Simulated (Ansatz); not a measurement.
**KF (Carobbiite, Fm-3m): phonons and vibrational spectra**

Task: relax KF (Carobbiite, Fm-3m), then find its harmonic phonons.

Program: Ansatz 0.2.0. Level of theory: DFT LDA, scalar-relativistic, plane waves, PAW; PAW set soft_1. Results are calculated unless marked as measured.

## 1. The starting structure

The structure is cubic, space group Fm-3m (No. 225). Conventional cell: a = 5.344 Å, b = 5.344 Å, c = 5.344 Å, α = 90.00°, β = 90.00°, γ = 90.00°. Nearest to K lie 6 F at 2.67 Å. F has 6 K at 2.67 Å nearest. Farther neighbours and most contacts between anions are not listed.

Coordinates:

```cif
data_structure
_symmetry_space_group_name_H-M 'Fm-3m'
_symmetry_Int_Tables_number 225
_cell_length_a 5.3437
_cell_length_b 5.3437
_cell_length_c 5.3437
_cell_angle_alpha 90.000
_cell_angle_beta 90.000
_cell_angle_gamma 90.000
_cell_volume 152.59
loop_
_atom_site_label
_atom_site_type_symbol
_atom_site_symmetry_multiplicity
_atom_site_Wyckoff_symbol
_atom_site_fract_x
_atom_site_fract_y
_atom_site_fract_z
_atom_site_occupancy
K1 K 4 a 0.00000 0.00000 0.00000 1
F1 F 4 b 0.50000 0.00000 0.00000 1
```

## 2. Bringing the structure to rest

Harmonic phonons are second derivatives at a point where the forces vanish, and they are wanted at zero stress, so atoms and cell are relaxed first.

Input file input.yaml:

```yaml
crystal:
  lattice:
    - [0.0, 2.67185, 2.67185]
    - [2.67185, 0.0, 2.67185]
    - [2.67185, 2.67185, 0.0]
  atoms:
    - { symbol: K, position: [0.0, 0.0, 0.0] }
    - { symbol: F, position: [0.5, 0.5, 0.5] }
kpoints:
  mp_grid: { grid: [8, 8, 8] }
hamiltonian:
  xc: lda
  pseudopotentials: { kind: paw, azcp: { folder: soft_1 }, xc_functional: pbe }
scf:
  occupations: { method: gaussian, width: 0.02 }
output:
  forces: true
  stress: true
  eigenvalues: true
relax:
  adjacent_minimum: "off"
  f_tol: 0.005
  max_steps: 80
  cell: { stress_tol: 0.05 }
```

Run with:

```
$ ansatz run input.yaml --threads 4 --pin off --max-ram 10240MiB --backend cpu --events-out ev --progress --plain --runs-dir out
```

Numbers of over 12 decimals in the logs are rounded to 6 here.

The log of the run:

```text
Engine: ansatz 0.2.0, x86_64-unknown-linux-gnu
Pseudopotentials: kind: paw
Pseudopotential: K, paw, valence charge 9, recommended cutoff 420 eV (normal), soft_1/K.paw.azcp
Pseudopotential: F, paw, valence charge 7, recommended cutoff 420 eV (normal), soft_1/F.paw.azcp
Functional definition: SPW92
  exchange = slater_x
  correlation = pw_c
Crystal: 2 atoms, lattice volume = 38.148 Å³
Basis set: ecut = 420 eV, 725 PW (Γ)
Bands: 12, of which v1, the nominal top of the filled ones, is band 8 counted from 1 (7 counted from 0)
Symmetry: 48 space group operations
Space group: Fm-3m (ITA 225), of the structure as read, at distance tolerance 3.4e-5 Å
k-points: 29 of 512
Non-local potential: K, projectors of the file, l = 0: 3, l = 1: 2, l = 2: 2
Non-local potential: F, projectors of the file, l = 0: 2, l = 1: 2, l = 2: 1
PAW form: soft (Blöchl's): semilocal exchange-correlation on the pseudo side does not see the compensation charge
PAW frozen core: K, regenerated for the run's functional, and the local potential with it (the file was generated under x = pbe(κ = 0.804, μ = 0.219515), c = pbe(β = 0.066725))
PAW frozen core: F, regenerated for the run's functional, and the local potential with it (the file was generated under x = pbe(κ = 0.804, μ = 0.219515), c = pbe(β = 0.066725))
PAW one-centre angular grid: K, 110 points (default); XC on 64 Gauss nodes
PAW one-centre angular grid: F, 110 points (default); XC on 64 Gauss nodes
Initial density: superposition of atomic densities (chi_scale 0.1, normalization cell, long waves kept (reshape's long-wave potential 0.00 eV rms))
Initial wavefunctions: pseudopotential atomic-orbital guess
Functional: x = slater, c = lda
SCF iter   1: F=—  HF=-2296.336444 eV  |F-HF|=—  |Δ(HF+E_count)|=         —  Δρ=2.17e-1  dr2=1.55e1  ethr=3.10e-3  ⟨swp⟩=6.6  Hψ=2378  notcnv=0
preconditioner: auto → none  [insulator: Δε(μ)=1.936 eV  Ē_g=15.676 eV  σ=0.020 eV  W_gap=1.00  n_scr=14 (ndim 8)  ℏωp=22.5 eV  f_vac=0.000  D(μ)=0.00/eV (n_scr^D=0)  ε∞_Penn≈3.1]
SCF iter   2: F=—  HF=-2292.858643 eV  |F-HF|=—  |Δ(HF+E_count)|=    3.48e0  Δρ=3.12e-2  dr2=4.54e-1  ethr=3.10e-3  ⟨swp⟩=3.4  Hψ=1051  notcnv=0
SCF iter   3: F=—  HF=-2292.745835 eV  |F-HF|=—  |Δ(HF+E_count)|=   1.13e-1  Δρ=9.48e-3  dr2=3.10e-2  ethr=2.84e-3  ⟨swp⟩=2.6  Hψ=551  notcnv=0
SCF iter   4: F=—  HF=-2292.737274 eV  |F-HF|=—  |Δ(HF+E_count)|=   8.56e-3  Δρ=2.11e-3  dr2=1.95e-3  ethr=1.93e-4  ⟨swp⟩=2.8  Hψ=583  notcnv=0
SCF iter   5: F=—  HF=-2292.736779 eV  |F-HF|=—  |Δ(HF+E_count)|=   4.95e-4  Δρ=7.34e-4  dr2=2.49e-4  ethr=1.22e-5  ⟨swp⟩=2.2  Hψ=482  notcnv=0
SCF iter   6: F=—  HF=-2292.736710 eV  |F-HF|=—  |Δ(HF+E_count)|=   6.87e-5  Δρ=2.00e-4  dr2=1.66e-5  ethr=1.56e-6  ⟨swp⟩=2.0  Hψ=409  notcnv=0
SCF iter   7: F=—  HF=-2292.736707 eV  |F-HF|=—  |Δ(HF+E_count)|=   3.58e-6  Δρ=1.78e-5  dr2=1.13e-7  ethr=1.04e-7  ⟨swp⟩=2.0  Hψ=449  notcnv=0
SCF iter   8: F=-2292.736707 eV  HF=-2292.736707 eV  |F-HF|=4.58e-8  |Δ(HF+E_count)|=   1.91e-9  Δρ=1.18e-5  dr2=5.15e-8  ethr=6.25e-10  ⟨swp⟩=5.2  Hψ=1567  notcnv=0
SCF 1 converged in 8 iterations: F = -2292.736707 eV  dr2 = 5.15e-8
  greatest PAW one-centre occupation: 0.985 electrons in one spin orbital (limit 2), on the K atom at site 0 (counted from 0), in its partial waves of l = 0
relax step   1: F+E_penalty+E_count = -2292.73670670 eV  Δ(F+E_penalty+E_count) = +0.000e0 eV  max|allowed force component| = 1.816e-29 eV/Å  Δτ_max = 0.0000 Å  P = -3.499 GPa  Ω = 38.148 Å³  (8 SCF iters, dr2 threshold 1.00e-7 eV, accepted)
Crystal: 2 atoms, lattice volume = 34.285 Å³
Basis set: ecut = 420 eV, 645 PW (Γ)
Initial density: handed on by an earlier stage of this run
Initial wavefunctions: those handed on with the density
iter 1 solved again at ethr=2.05e-4 eV; its pass at ethr=3.10e-3 eV (dr2=3.28e-2 eV) is discarded
SCF iter   1: F=—  HF=-2292.796750 eV  |F-HF|=—  |Δ(HF+E_count)|=         —  Δρ=8.91e-3  dr2=3.27e-2  ethr=2.05e-4  ⟨swp⟩=1.0  Hψ=2598  notcnv=0
preconditioner: auto → none  [insulator: Δε(μ)=6.137 eV  Ē_g=19.894 eV  σ=0.020 eV  W_gap=1.00  n_scr=8 (ndim 8)  ℏωp=25.4 eV  f_vac=0.067  D(μ)=0.00/eV (n_scr^D=0)  ε∞_Penn≈2.6]
SCF iter   2: F=—  HF=-2292.789485 eV  |F-HF|=—  |Δ(HF+E_count)|=   7.26e-3  Δρ=9.09e-3  dr2=1.30e-2  ethr=2.04e-4  ⟨swp⟩=2.4  Hψ=682  notcnv=0
SCF iter   3: F=—  HF=-2292.786043 eV  |F-HF|=—  |Δ(HF+E_count)|=   3.44e-3  Δρ=1.85e-3  dr2=5.32e-4  ethr=8.16e-5  ⟨swp⟩=2.0  Hψ=562  notcnv=0
SCF iter   4: F=—  HF=-2292.785859 eV  |F-HF|=—  |Δ(HF+E_count)|=   1.83e-4  Δρ=3.38e-4  dr2=1.32e-5  ethr=3.32e-6  ⟨swp⟩=2.0  Hψ=528  notcnv=0
SCF iter   5: F=—  HF=-2292.785860 eV  |F-HF|=—  |Δ(HF+E_count)|=   1.17e-6  Δρ=3.27e-5  dr2=2.37e-7  ethr=8.27e-8  ⟨swp⟩=2.8  Hψ=582  notcnv=0
SCF iter   6: F=-2292.785860 eV  HF=-2292.785860 eV  |F-HF|=2.61e-9  |Δ(HF+E_count)|=   1.55e-7  Δρ=3.10e-6  dr2=3.09e-9  ethr=1.25e-9  ⟨swp⟩=5.0  Hψ=1503  notcnv=0
SCF 2 converged in 6 iterations: F = -2292.785860 eV  dr2 = 3.09e-9
relax step   2: F+E_penalty+E_count = -2292.78586049 eV  Δ(F+E_penalty+E_count) = -4.915e-2 eV  max|allowed force component| = 4.049e-29 eV/Å  Δτ_max = 0.0000 Å  P = +0.371 GPa  Ω = 34.285 Å³  energy of the carried Pulay correction = +6.891e-3 eV  (6 SCF iters, dr2 threshold 2.00e-7 eV, accepted)
Crystal: 2 atoms, lattice volume = 34.621 Å³
iter 1 solved again at ethr=1.35e-6 eV; its pass at ethr=3.10e-3 eV (dr2=2.16e-4 eV) is discarded
SCF iter   1: F=—  HF=-2292.785635 eV  |F-HF|=—  |Δ(HF+E_count)|=         —  Δρ=7.57e-4  dr2=2.52e-4  ethr=1.35e-6  ⟨swp⟩=2.1  Hψ=2422  notcnv=0
preconditioner: auto → none  [insulator: Δε(μ)=6.350 eV  Ē_g=19.945 eV  σ=0.020 eV  W_gap=1.00  n_scr=8 (ndim 8)  ℏωp=25.2 eV  f_vac=0.083  D(μ)=0.00/eV (n_scr^D=0)  ε∞_Penn≈2.6]
SCF iter   2: F=—  HF=-2292.785573 eV  |F-HF|=—  |Δ(HF+E_count)|=   6.14e-5  Δρ=7.83e-4  dr2=9.63e-5  ethr=1.35e-6  ⟨swp⟩=2.0  Hψ=638  notcnv=0
SCF iter   3: F=—  HF=-2292.785549 eV  |F-HF|=—  |Δ(HF+E_count)|=   2.38e-5  Δρ=1.59e-4  dr2=4.69e-6  ethr=6.02e-7  ⟨swp⟩=2.0  Hψ=467  notcnv=0
SCF iter   4: F=-2292.785548 eV  HF=-2292.785548 eV  |F-HF|=1.70e-8  |Δ(HF+E_count)|=   1.63e-6  Δρ=3.61e-5  dr2=1.56e-7  ethr=1.25e-9  ⟨swp⟩=3.0  Hψ=1284  notcnv=0
SCF 3 converged in 4 iterations: F = -2292.785548 eV  dr2 = 1.56e-7
relax step   3: F+E_penalty+E_count = -2292.78554777 eV  Δ(F+E_penalty+E_count) = +3.127e-4 eV  max|allowed force component| = 1.146e-29 eV/Å  Δτ_max = 0.0000 Å  P = -0.064 GPa  Ω = 34.621 Å³  energy of the carried Pulay correction = +6.263e-3 eV  (4 SCF iters, dr2 threshold 2.00e-7 eV, accepted)
[...]
relax step   4: F+E_penalty+E_count = -2292.78565161 eV  Δ(F+E_penalty+E_count) = -1.038e-4 eV  max|allowed force component| = 6.071e-29 eV/Å  Δτ_max = 0.0000 Å  P = -0.002 GPa  Ω = 34.571 Å³  energy of the carried Pulay correction = +6.357e-3 eV  (4 SCF iters, dr2 threshold 1.03e-8 eV, accepted)
[...]
relax step   5: F+E_penalty+E_count = -2292.78193969 eV  Δ(F+E_penalty+E_count) = +3.712e-3 eV  max|allowed force component| = 2.577e-29 eV/Å  Δτ_max = 0.0000 Å  P = -0.227 GPa  Ω = 34.571 Å³  stress off target by 2.27e-1 GPa  SCF on the basis re-selected at this cell (its energy is not comparable with the rows above)  (6 SCF iters)
[...]
relax step   6: F+E_penalty+E_count = -2292.78240672 eV  Δ(F+E_penalty+E_count) = -4.670e-4 eV  max|allowed force component| = 9.171e-30 eV/Å  Δτ_max = 0.0000 Å  P = +0.013 GPa  Ω = 34.388 Å³  energy of the carried Pulay correction = +3.448e-4 eV  (4 SCF iters, dr2 threshold 1.29e-7 eV, accepted)
iter 1 solved again at ethr=2.37e-6 eV; its pass at ethr=3.10e-3 eV (dr2=3.79e-4 eV) is discarded
SCF iter   1: F=—  HF=-2292.782110 eV  |F-HF|=—  |Δ(HF+E_count)|=         —  Δρ=2.36e-5  dr2=4.18e-8  ethr=2.37e-6  ⟨swp⟩=2.2  Hψ=2989  notcnv=0
eigensolver tolerance schedule: the retry pair's looser diagonalisation over-reported the residual by 9066.83 of it (diagonalisation noise at an unbounded share of the residual, at the tolerance the schedule requests for it); recorded, not acted on — ethr = c·dr2/N_el stays at c = 1.0e-1
preconditioner: auto → none  [insulator: Δε(μ)=6.366 eV  Ē_g=19.963 eV  σ=0.020 eV  W_gap=1.00  n_scr=8 (ndim 8)  ℏωp=25.3 eV  f_vac=0.080  D(μ)=0.00/eV (n_scr^D=0)  ε∞_Penn≈2.6]
SCF iter   2: F=—  HF=-2292.782112 eV  |F-HF|=—  |Δ(HF+E_count)|=   1.96e-6  Δρ=1.16e-5  dr2=1.43e-8  ethr=2.61e-10  ⟨swp⟩=2.7  Hψ=657  notcnv=0
SCF iter   3: F=—  HF=-2292.782112 eV  |F-HF|=—  |Δ(HF+E_count)|=   6.19e-9  Δρ=7.72e-6  dr2=1.21e-8  ethr=8.95e-11  ⟨swp⟩=2.0  Hψ=551  notcnv=0
SCF iter   4: F=—  HF=-2292.782112 eV  |F-HF|=—  |Δ(HF+E_count)|=   3.38e-9  Δρ=9.16e-7  dr2=1.53e-10  ethr=7.59e-11  ⟨swp⟩=2.0  Hψ=551  notcnv=0
SCF iter   5: F=-2292.782112 eV  HF=-2292.782112 eV  |F-HF|=2.73e-12  |Δ(HF+E_count)|=  3.64e-11  Δρ=1.20e-7  dr2=1.26e-12  ethr=1.00e-12  ⟨swp⟩=3.1  Hψ=1367  notcnv=0
SCF 7 converged in 5 iterations: F = -2292.782112 eV  dr2 = 1.26e-12
relax step   7: F+E_penalty+E_count = -2292.78211183 eV  Δ(F+E_penalty+E_count) = +2.949e-4 eV  max|allowed force component| = 1.203e-29 eV/Å  Δτ_max = 0.0000 Å  P = +0.001 GPa  Ω = 34.388 Å³  stress off target by 9.18e-4 GPa  SCF on the basis re-selected at this cell (its energy is not comparable with the rows above)  (5 SCF iters)
basis re-selected at this cell: Δ(F+E_penalty+E_count) = +2.949e-4 eV, ΔP = -0.012 GPa vs the last step (what re-selecting the basis moved, of the pressure what is left beyond the Pulay correction that the steps carried, after the strain that the cell walked since its last selection, with what the two solves' SCF thresholds leave and, on support functions, any second-order correction that the steps lacked; it is no m [...]
SCF converged after 5 iterations
Free energy (F): -2292.782112 eV
Harris-Foulkes:  -2292.782112 eV  (|F-HF|=2.73e-12)
Internal energy: -2292.782112 eV  (E = F + TS)
E sigma→0 (E₀):  -2292.782112 eV
Fermi energy:    4.951325 eV
--- Per-component energies (eV) ---
  E_band       = -115.120548
  E_kinetic    = 452.840936
  E_local      = -1061.984069  (includes V_loc(G=0)·N_el)
  E_nonlocal   = 104.796262
  E_hartree    = 378.565185
  E_xc         = -209.868470
  E_vxc        = -263.317827  (∫ρ·V_xc dr)
  E_paw        = -934.675633  (= ΣΔE_a)
  E_vpaw       = -104.586897  (= ΣTr[D̂ρ^β])
  E_aug_tail   = 0.000691  (compensation charges beyond the density's cutoff)
  E_ewald      = -1022.827765
  E_core_change = 0.370752  (= ΣΔE_core)
  E_smearing   = -0.000000  (= −TS)
  E_closure    = -0.000000  (closes the sum)
  Σ components = -2292.782112   (vs F -2292.782112, Δ=0.00e0)
--- Forces (eV/Å), atoms counted from 1 ---
  atom   1  K     -0.00000000     0.00000000     0.00000000
  atom   2  F      0.00000000    -0.00000000    -0.00000000
  max |Σ_I F_I| component: 2.22e-29 eV/Å
--- Stress (GPa, compression-positive) ---
        0.000918      -0.000000      -0.000000
       -0.000000       0.000918      -0.000000
       -0.000000      -0.000000       0.000918
  P = ⅓ Tr σ = 0.0009 GPa (0.009 kbar)
--- Band table (eV; the first three rows and the last of 29) ---
  k-point 0: bands = [... 4 lower, -6.9833, 1.7683, 1.7683, 1.7683, 8.1343, 12.5657, 12.5657, 12.5657]
  k-point 1: bands = [... 4 lower, -6.9899, 1.5938, 1.6967, 1.6967, 8.6161, 12.2776, 12.8030, 12.8030]
  k-point 2: bands = [... 4 lower, -7.0056, 1.2297, 1.5294, 1.5294, 9.7769, 11.9279, 13.4001, 13.4001]
  k-point 28: bands = [... 4 lower, -7.0876, 1.2537, 1.6507, 1.6507, 11.5638, 11.5638, 13.4317, 15.7531]
--- Relaxed structure (5 steps of the walk, 5 accepted, 2 SCFs on fresh bases) ---
  F+E_penalty+E_count = -2292.78211183 eV   max|allowed force component| = 1.203e-29 eV/Å   (the final SCF, on the basis selected at the relaxed cell)
  cell:  # Å, volume = 34.3883 Å³
    - [0, 2.581034, 2.581034]
    - [2.581034, 0, 2.581034]
    - [2.581034, 2.581034, 0]
  atoms:
    - { symbol: K, position: [0, 0, 0] }
    - { symbol: F, position: [0.5, 0.5, 0.5] }
```

Wall time 4 s (4 threads of Intel Xeon Platinum 8488C (Sapphire Rapids), shared host); peak memory 0.32 GiB.

Relaxation path:

```csv
step,energy less that of the first step (eV),largest force component (eV/Å),pressure (GPa),volume (Å³)
1,0.0000,0.0000,-3.50,38.15
2,-0.0492,0.0000,0.37,34.28
3,-0.0488,0.0000,-0.06,34.62
4,-0.0489,0.0000,0.00,34.57
5*,-0.0452,0.0000,-0.23,34.57
6,-0.0457,0.0000,0.01,34.39
7*,-0.0454,0.0000,0.00,34.39
```

Relaxation steps marked * repeat the geometry before them on a plane-wave basis chosen anew for their cell, so energy and pressure can jump there.

Forces are held to the 48 operations that the run works with; a distortion that breaks them can't arise in this run.

```csv
"conventional cell, symmetrised",before,after,change
a (Å),5.344,5.162,-3.4 %
b (Å),5.344,5.162,-3.4 %
c (Å),5.344,5.162,-3.4 %
volume (Å³/atom),19.07,17.19,-9.9 %
```

The relaxed structure:

```cif
data_structure
_symmetry_space_group_name_H-M 'P 1'
_symmetry_Int_Tables_number 1
_cell_length_a 3.6501
_cell_length_b 3.6501
_cell_length_c 3.6501
_cell_angle_alpha 60.000
_cell_angle_beta 60.000
_cell_angle_gamma 60.000
_cell_volume 34.39
loop_
_atom_site_label
_atom_site_type_symbol
_atom_site_fract_x
_atom_site_fract_y
_atom_site_fract_z
_atom_site_occupancy
K1 K 0.00000 0.00000 0.00000 1
F2 F 0.50000 0.50000 0.50000 1
```

Numbers from this step:

* pressure: 9.18e-4 GPa
* gap on the k-mesh: 6.366 eV
* volume per atom: 17.19 Å³
* direct gap on mesh: 6.366 eV

In this step the volume went from 19.07 to 17.19 Å³/atom.

## 3. Bringing the structure to rest

The relaxation is repeated from its end on the same settings, as a check that it has come to rest.

input.yaml: that of step 2 with these lines changed.

```diff
@@ -2,5 +2,5 @@
   lattice:
-    - [0.0, 2.67185, 2.67185]
-    - [2.67185, 0.0, 2.67185]
-    - [2.67185, 2.67185, 0.0]
+    - [0.0, 2.5810340524, 2.5810340524]
+    - [2.5810340524, 0.0, 2.5810340524]
+    - [2.5810340524, 2.5810340524, 0.0]
   atoms:
```

The log of the run:

```text
[...]
Crystal: 2 atoms, lattice volume = 34.388 Å³
Basis set: ecut = 420 eV, 645 PW (Γ)
Bands: 12, of which v1, the nominal top of the filled ones, is band 8 counted from 1 (7 counted from 0)
Symmetry: 48 space group operations
[...]
k-points: 29 of 512
[...]
k-point 28: bands = [... 4 lower, -7.0876, 1.2537, 1.6507, 1.6507, 11.5638, 11.5638, 13.4317, 15.7531]
--- Relaxed structure (1 steps of the walk, 1 accepted, 1 SCFs on fresh bases) ---
[...]
cell:  # Å, volume = 34.3883 Å³
    - [0.0, 2.5810340524, 2.5810340524]
    - [2.5810340524, 0.0, 2.5810340524]
    - [2.5810340524, 2.5810340524, 0.0]
  atoms:
    - { symbol: K, position: [0.0, 0.0, 0.0] }
    - { symbol: F, position: [0.5, 0.5, 0.5] }
[key lines of the parts left out:]
SCF converged after 5 iterations
Free energy (F): -2292.782112 eV
Fermi energy:    4.951324 eV
P = ⅓ Tr σ = 0.0009 GPa (0.009 kbar)
```

Wall time 1.4 s (4 threads); peak memory 0.31 GiB.

Little changed from the start: no atom moved by 0.005 Å and no cell edge by 0.1 %.

Numbers from this step:

```
pressure : 9.11e-4 GPa
```

In this step the volume went from 17.19 to 17.19 Å³/atom.

## 4. Tight relaxation

Phonons need a cell at rest on their own settings, so the relaxation is repeated with tight tolerances on forces and stress on the k mesh and occupations of the first response run.

input.yaml, the sections that differ from step 3:

```yaml
scf:
  occupations: { method: fixed }
relax:
  adjacent_minimum: "off"
  f_tol: 0.001
  max_steps: 60
  cell: { stress_tol: 0.01 }
# crystal, kpoints, hamiltonian, output: as in step 3
```

The log of the run:

```text
[...]
Crystal: 2 atoms, lattice volume = 34.388 Å³
Basis set: ecut = 420 eV, 645 PW (Γ)
Bands: 12, of which v1, the nominal top of the filled ones, is band 8 counted from 1 (7 counted from 0)
Symmetry: 48 space group operations
[...]
k-points: 29 of 512
[...]
k-point 28: bands = [... 4 lower, -7.0876, 1.2537, 1.6507, 1.6507, 11.5638, 11.5638, 13.4317, 15.7531]
--- Relaxed structure (1 steps of the walk, 1 accepted, 1 SCFs on fresh bases) ---
[...]
cell:  # Å, volume = 34.3883 Å³
    - [0.0, 2.5810340524, 2.5810340524]
    - [2.5810340524, 0.0, 2.5810340524]
    - [2.5810340524, 2.5810340524, 0.0]
  atoms:
    - { symbol: K, position: [0.0, 0.0, 0.0] }
    - { symbol: F, position: [0.5, 0.5, 0.5] }
[key lines of the parts left out:]
SCF converged after 6 iterations
Free energy (F): -2292.782112 eV
Fermi energy:    1.768267 eV
P = ⅓ Tr σ = 0.0009 GPa (0.009 kbar)
```

Run time: 1.3 s. Hardware: 4 threads; peak memory 0.3 GiB; 2.1 s of CPU time.

Little changed from the start: no atom moved by 0.005 Å and no cell edge by 0.1 %.

This step gave:

- pressure: 9.19e-4 GPa

The forces vanish by symmetry and the pressure is 0.001 GPa, within the tolerances set. The cell now holds 17.19 Å³/atom.

(Part 1 of 3 ends here.)

[Logs are printed without paths, hosts, clocks, repeated set-up lines and the standing remarks that a program may print on its own settings, such as how far it seeks lower states.]

[Hosts, paths, dates, database ids (printed as entryN), source tags and the programs' standing remarks are cut or masked in the printed files.]
